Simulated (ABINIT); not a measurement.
## Te2Mo (P6_3/mmc): G0W0 in ABINIT against the plane-wave cutoff

Aim: move the plane-wave cutoff of a G0W0 run on Te2Mo (P6_3/mmc) over a wide range.

Method: PBE and many-body steps on it, plane waves, in ABINIT 10.8.3.

Most raw output is cut from this account.

## (1) The structure

The structure is hexagonal, space group P6_3/mmc (No. 194). The conventional cell has a = 3.518 Å, b = 3.518 Å, c = 13.974 Å, α = 90.00°, β = 90.00°, γ = 120.00°. Nearest to Te lie 3 Mo at 2.72 Å. Nearest to Mo lie 6 Te at 2.72 Å. Farther neighbours and most contacts between anions are not listed.

The cell and positions come from the Crystallography Open Database and are kept as given unless a step says otherwise. Spin-orbit coupling is left out unless a step names it.

## (2) Empty states on the mesh, 3×3×1 mesh, 424 bands

This step: ABINIT 10.8.3; DFT, PBE, plane waves, norm-conserving pseudopotentials.

The sums over transitions need many empty states on a uniform mesh; this step solves for them.

Input file run.abi:

```
acell 3*1.0 Angstrom
rprim 
  3.518200000003 -0.000000000001 0.000000000000
  -1.759100000001 3.046850575598 0.000000000000
  0.000000000000 0.000000000000 13.973600000000
ntypat 2
znucl 52 42
natom 6
typat 1 1 1 1 2 2
xred 
  0.333333333333 0.666666666667 0.621000000000
  0.666666666667 0.333333333333 0.121000000000
  0.333333333333 0.666666666667 0.879000000000
  0.666666666667 0.333333333333 0.379000000000
  0.333333333333 0.666666666667 0.250000000000
  0.666666666667 0.333333333333 0.750000000000
pp_dirpath "pseudos"
pseudos "Te.upf, Mo.upf"
ecut 36
ngkpt 3 3 1
nshiftk 1
shiftk 0 0 0
kptopt 1
chksymbreak 0
iscf -2
irdden 1
istwfk *1
nband 424
nbdbuf 38
tolwfr 1e-09
nstep 60
prtvol 0
indata_prefix "in"
outdata_prefix "out"
tmpdata_prefix "tmp"
```

On the command line:

```console
$ OMP_NUM_THREADS=1 mpirun -n 8 abinit run.abi > log
```

The job ended after 8.7 min (8 MPI ranks of Intel Xeon Platinum 8488C (Sapphire Rapids), shared host; peak memory 0.93 GiB).

This step gave:

```
gap                                                           : 0.9565 eV
k of the valence top                                          : 0, 0, 0
k of the conduction bottom                                    : 0.3333, 0.3333, 0
least direct gap                                              : 1.038 eV
k points computed                                             : 3
lowest point of the top converged band, above the valence top : 88.2019 eV
```

On this mesh the gap is 0.956 eV.

The density comes from a self-consistent run that is not shown.

## (3) Empty states on the mesh, 3×3×1 mesh, 140 bands

Edit run.abi of step 2 so:

```diff
@@ -18,3 +18,3 @@
 pseudos "Te.upf, Mo.upf"
-ecut 36
+ecut 22
 ngkpt 3 3 1
@@ -24,10 +24,10 @@
 chksymbreak 0
-iscf -2
 irdden 1
 istwfk *1
-nband 424
-nbdbuf 38
-tolwfr 1e-09
-nstep 60
+nband 140
 prtvol 0
+optdriver 6
+gwr_task "HDIAGO"
+paral_kgb 0
+occopt 1
 indata_prefix "in"
```

Elapsed: 50 s, on 8 MPI ranks; peak memory 7.7 GiB; 6.5 min of CPU time.

This step gave:

```
gap                                                           : 0.9517 eV
k of the valence top                                          : 0, 0, 0
k of the conduction bottom                                    : 0.3333, 0.3333, 0
least direct gap                                              : 1.041 eV
k points computed                                             : 3
lowest point of the top converged band, above the valence top : 31.96 eV
```

On this mesh the gap is 0.952 eV.

## (4) Empty states on the mesh, 3×3×1 mesh, 144 bands

Edit run.abi of step 3 so:

```diff
@@ -18,3 +18,3 @@
 pseudos "Te.upf, Mo.upf"
-ecut 22
+ecut 29
 ngkpt 3 3 1
@@ -24,10 +24,10 @@
 chksymbreak 0
+iscf -2
 irdden 1
 istwfk *1
-nband 140
+nband 144
+nbdbuf 12
+tolwfr 1e-09
+nstep 60
 prtvol 0
-optdriver 6
-gwr_task "HDIAGO"
-paral_kgb 0
-occopt 1
 indata_prefix "in"
```

The job ended after 67 s (8 MPI ranks; peak memory 0.72 GiB).

Numbers from this step:

* gap: 0.9562 eV
* k of the valence top: 0, 0, 0
* k of the conduction bottom: 0.3333, 0.3333, 0
* least direct gap: 1.038 eV
* k points computed: 3
* lowest point of the top converged band, above the valence top: 31.87 eV

On this mesh the gap is 0.956 eV.

## (5) Empty states on the mesh, 3×3×1 mesh, 144 bands

Edit run.abi of step 4 so:

```diff
@@ -18,3 +18,3 @@
 pseudos "Te.upf, Mo.upf"
-ecut 29
+ecut 45
 ngkpt 3 3 1
```

Wall time 2.4 min (8 MPI ranks); peak memory 0.89 GiB; 19 min of CPU time.

Numbers from this step:

* gap: 0.9565 eV
* k of the valence top: 0, 0, 0
* k of the conduction bottom: 0.3333, 0.3333, 0
* least direct gap: 1.038 eV
* k points computed: 3
* lowest point of the top converged band, above the valence top: 31.86 eV

On this mesh the gap is 0.956 eV.

## (6) Screening, 3×3×1 mesh, 132 bands, screening to 106.1 eV

The RPA dielectric matrix is built and inverted for each q.

This step: RPA screening on PBE, plane waves, norm-conserving pseudopotentials.

Edit run.abi of step 5 so:

```diff
@@ -18,3 +18,3 @@
 pseudos "Te.upf, Mo.upf"
-ecut 45
+ecut 22
 ngkpt 3 3 1
@@ -24,10 +24,11 @@
 chksymbreak 0
-iscf -2
-irdden 1
 istwfk *1
-nband 144
-nbdbuf 12
-tolwfr 1e-09
-nstep 60
-prtvol 0
+occopt 1
+irdwfk 1
+optdriver 3
+nband 132
+ecuteps 3.9
+inclvkb 2
+awtr 1
+symchi 1
 indata_prefix "in"
```

Run time: 24 s. Hardware: 8 MPI ranks; peak memory 1.5 GiB; 3.1 min of CPU time.

This step gave:

* ε∞ with local fields, on this mesh, along the program's q direction: 20.30
* the same without local fields: 22.87
* plasma frequency: 29.10 eV
* plane waves in the screening matrix: 341

Local fields lower ε∞ by 11 %. On a Γ-centred mesh this coarse the value itself is usually too large, while a short band sum pulls it down.

## (7) 22 Ha

This step: G0W0 on PBE, plane waves, norm-conserving pseudopotentials.

Edit run.abi of step 6 so:

```diff
@@ -27,8 +27,17 @@
 irdwfk 1
-optdriver 3
+optdriver 4
 nband 132
+gwcalctyp 0
+ecutsigx 22
+symsigma 1
+nkptgw 2
+kptgw 
+  0.0000000000 0.0000000000 0.0000000000
+  0.3333333333 0.3333333333 0.0000000000
+bdgw 
+  45 48
+  45 48
 ecuteps 3.9
-inclvkb 2
-awtr 1
-symchi 1
+irdscr 1
+ppmodel 1
 indata_prefix "in"
```

Run time: 7.2 s. Hardware: 8 MPI ranks; peak memory 1.2 GiB; 54 s of CPU time.

Numbers from this step:

| Property | Result |
| --- | --- |
| G0W0 gap on the points computed | 1.527 eV |
| starting gap on the mesh | 0.9517 eV |
| k of the valence top | 0, 0, 0 |
| k of the conduction bottom | 0.3333, 0.3333, 0 |
| Z at the valence top | 0.775 |
| Z at the conduction bottom | 0.766 |
| least direct G0W0 gap on the computed points | 1.569 eV |

## (8) Screening, 3×3×1 mesh, 132 bands, screening to 106.1 eV

This step: RPA screening on PBE, plane waves, norm-conserving pseudopotentials.

Edit run.abi of step 7 so:

```diff
@@ -18,3 +18,3 @@
 pseudos "Te.upf, Mo.upf"
-ecut 22
+ecut 29
 ngkpt 3 3 1
@@ -27,17 +27,8 @@
 irdwfk 1
-optdriver 4
+optdriver 3
 nband 132
-gwcalctyp 0
-ecutsigx 22
-symsigma 1
-nkptgw 2
-kptgw 
-  0.0000000000 0.0000000000 0.0000000000
-  0.3333333333 0.3333333333 0.0000000000
-bdgw 
-  45 48
-  45 48
 ecuteps 3.9
-irdscr 1
-ppmodel 1
+inclvkb 2
+awtr 1
+symchi 1
 indata_prefix "in"
```

Wall time 30 s (8 MPI ranks); peak memory 2 GiB; 4 min of CPU time.

Numbers from this step:

* ε∞ with local fields, on this mesh, along the program's q direction: 20.46
* the same without local fields: 23.05
* plasma frequency: 29.10 eV
* plane waves in the screening matrix: 341

## (9) 29 Ha

The self-energy is evaluated for the states that the input lists, and the levels follow from it, in one-shot runs by the linearised quasiparticle equation.

This step: G0W0 on PBE, plane waves, norm-conserving pseudopotentials.

Edit run.abi of step 8 so:

```diff
@@ -27,8 +27,17 @@
 irdwfk 1
-optdriver 3
+optdriver 4
 nband 132
+gwcalctyp 0
+ecutsigx 29
+symsigma 1
+nkptgw 2
+kptgw 
+  0.0000000000 0.0000000000 0.0000000000
+  0.3333333333 0.3333333333 0.0000000000
+bdgw 
+  45 48
+  45 48
 ecuteps 3.9
-inclvkb 2
-awtr 1
-symchi 1
+irdscr 1
+ppmodel 1
 indata_prefix "in"
```

The job ended after 13 s (8 MPI ranks; peak memory 1.4 GiB).

This step gave:

```
G0W0 gap on the points computed              : 1.525 eV
starting gap on the mesh                     : 0.9562 eV
k of the valence top                         : 0, 0, 0
k of the conduction bottom                   : 0.3333, 0.3333, 0
Z at the valence top                         : 0.775
Z at the conduction bottom                   : 0.766
least direct G0W0 gap on the computed points : 1.562 eV
```

The gap on the mesh goes from 0.96 eV to 1.53 eV, a correction of +0.57 eV.

## (10) Screening, 3×3×1 mesh, 132 bands, screening to 106.1 eV

This step: RPA screening on PBE, plane waves, norm-conserving pseudopotentials.

Edit run.abi of step 9 so:

```diff
@@ -18,3 +18,3 @@
 pseudos "Te.upf, Mo.upf"
-ecut 29
+ecut 36
 ngkpt 3 3 1
@@ -27,17 +27,8 @@
 irdwfk 1
-optdriver 4
+optdriver 3
 nband 132
-gwcalctyp 0
-ecutsigx 29
-symsigma 1
-nkptgw 2
-kptgw 
-  0.0000000000 0.0000000000 0.0000000000
-  0.3333333333 0.3333333333 0.0000000000
-bdgw 
-  45 48
-  45 48
 ecuteps 3.9
-irdscr 1
-ppmodel 1
+inclvkb 2
+awtr 1
+symchi 1
 indata_prefix "in"
```

Run time: 57 s. Hardware: 8 MPI ranks; peak memory 2.6 GiB; 7.6 min of CPU time.

Numbers from this step:

* ε∞ with local fields, on this mesh, along the program's q direction: 20.48
* the same without local fields: 23.07
* plasma frequency: 29.10 eV
* plane waves in the screening matrix: 341

## (11) 36 Ha

This step: G0W0 on PBE, plane waves, norm-conserving pseudopotentials.

Edit run.abi of step 10 so:

```diff
@@ -27,8 +27,17 @@
 irdwfk 1
-optdriver 3
+optdriver 4
 nband 132
+gwcalctyp 0
+ecutsigx 36
+symsigma 1
+nkptgw 2
+kptgw 
+  0.0000000000 0.0000000000 0.0000000000
+  0.3333333333 0.3333333333 0.0000000000
+bdgw 
+  45 48
+  45 48
 ecuteps 3.9
-inclvkb 2
-awtr 1
-symchi 1
+irdscr 1
+ppmodel 1
 indata_prefix "in"
```

It took 10 s on 8 MPI ranks; peak memory 1.8 GiB.

Numbers from this step:

```yaml
g0w0_gap_on_the_points_computed: 1.526 eV
starting_gap_on_the_mesh: 0.9565 eV
k_of_the_valence_top: 0, 0, 0
k_of_the_conduction_bottom: 0.3333, 0.3333, 0
least_direct_g0w0_gap_on_the_computed_points: 1.562 eV
```

Against the run before, the gap moves by +0.001 eV.

## (12) Screening, 3×3×1 mesh, 132 bands, screening to 106.1 eV

This step: RPA screening on PBE, plane waves, norm-conserving pseudopotentials.

Edit run.abi of step 11 so:

```diff
@@ -18,3 +18,3 @@
 pseudos "Te.upf, Mo.upf"
-ecut 36
+ecut 45
 ngkpt 3 3 1
@@ -27,17 +27,8 @@
 irdwfk 1
-optdriver 4
+optdriver 3
 nband 132
-gwcalctyp 0
-ecutsigx 36
-symsigma 1
-nkptgw 2
-kptgw 
-  0.0000000000 0.0000000000 0.0000000000
-  0.3333333333 0.3333333333 0.0000000000
-bdgw 
-  45 48
-  45 48
 ecuteps 3.9
-irdscr 1
-ppmodel 1
+inclvkb 2
+awtr 1
+symchi 1
 indata_prefix "in"
```

Elapsed: 60 s, on 8 MPI ranks; peak memory 3.2 GiB; 8 min of CPU time.

Numbers from this step:

```
ε∞ with local fields, on this mesh, along the program's q direction : 20.48
the same without local fields                                       : 23.07
plasma frequency                                                    : 29.10 eV
plane waves in the screening matrix                                 : 341
```

## (13) 45 Ha

This step: G0W0 on PBE, plane waves, norm-conserving pseudopotentials.

Edit run.abi of step 12 so:

```diff
@@ -27,8 +27,17 @@
 irdwfk 1
-optdriver 3
+optdriver 4
 nband 132
+gwcalctyp 0
+ecutsigx 45
+symsigma 1
+nkptgw 2
+kptgw 
+  0.0000000000 0.0000000000 0.0000000000
+  0.3333333333 0.3333333333 0.0000000000
+bdgw 
+  45 48
+  45 48
 ecuteps 3.9
-inclvkb 2
-awtr 1
-symchi 1
+irdscr 1
+ppmodel 1
 indata_prefix "in"
```

It took 15 s on 8 MPI ranks; peak memory 2.3 GiB.

Numbers from this step:

| Item | Value |
| --- | --- |
| G0W0 gap on the points computed | 1.526 eV |
| starting gap on the mesh | 0.9565 eV |
| k of the valence top | 0, 0, 0 |
| k of the conduction bottom | 0.3333, 0.3333, 0 |
| least direct G0W0 gap on the computed points | 1.562 eV |

Against the run before, the gap moves by +0.000 eV.

## (14) Side by side

Times are wall times on 8 MPI ranks of Intel Xeon Platinum 8488C (Sapphire Rapids), shared host, good to a factor of about two. A run's time includes the screening step that it read.

| run | mesh | bands | screening cutoff (eV) | DFT gap (eV) | gap on the mesh (eV) | direct (eV) | ε∞ used | time |
| --- | --- | --- | --- | --- | --- | --- | --- | --- |
| 22 Ha | 3×3×1 | 132 | 106.1 | 0.952 | 1.527 | 1.569 | 20.30 | 31 s |
| 29 Ha | 3×3×1 | 132 | 106.1 | 0.956 | 1.525 | 1.562 | 20.46 | 43 s |
| 36 Ha | 3×3×1 | 132 | 106.1 | 0.956 | 1.526 | 1.562 | 20.48 | 67 s |
| 45 Ha | 3×3×1 | 132 | 106.1 | 0.956 | 1.526 | 1.562 | 20.48 | 76 s |

## (15) Results

| Quantity | Value |
| --- | --- |
| 22 Ha | 1.527 eV |
| 29 Ha | 1.525 eV |
| 36 Ha | 1.526 eV |
| 45 Ha | 1.526 eV |
| known limits | not at the basis limit; exchange with frozen shells missing; no spin-orbit coupling; coarse k mesh |

In words: The setting moved: plane-wave cutoff. From 22 Ha to 45 Ha the gap moves by −0.001 eV, for 2.4 times the time. It holds to 0.03 eV from 22 Ha on. Bands and screening cutoff are coupled, so a series along one setting does not show full convergence. Bands and cutoff are finite, so the gap is not at the basis limit. The miss can reach some tenths of an eV and take either sign; the mesh is an error of its own. In the first G0W0 run levels were corrected at 2 k points alone, so a gap called «on the mesh» is the least over those, and an edge elsewhere would be missed. The 3×3×1 mesh is coarse for this cell, which bears on the long-range parts of exchange and screening. The norm-conserving file of at least one element keeps a d shell over frozen s and p shells of the same row. Exchange with those shells is missing from the self-energy, an error of 0.3 to 0.9 eV in cases checked, whose sign depends on which edge lies on those atoms. The many-body steps are scalar-relativistic: spin-orbit coupling is not in them.

[Paths, hosts, dates, memory and timing lines, banners, echoed tables and standing remarks are left out of the program output.]

[Logs are printed without paths, hosts, clocks, repeated set-up lines and the standing remarks that a program may print on its own settings, such as how far it seeks lower states.]

[Runs of the session that timed out or met a known fault of the program may be left out.]

[No measured gap is set beside runs whose start may be inverted or whose files or cutoffs have a known fault.]

[Hosts, paths, dates, database ids (printed as entryN), source tags and the programs' standing remarks are cut or masked in the printed files.]

[G0W0 gaps are taken among the corrected bands and points alone; a level outside them can change the order at an edge.]

[Where Ansatz stands beside ABINIT at settings called matched, ABINIT's density can come from a denser mesh and the files from another edition; pairs whose starting gaps differed by over 0.03 eV were left out, so agreement reads better than it is.]
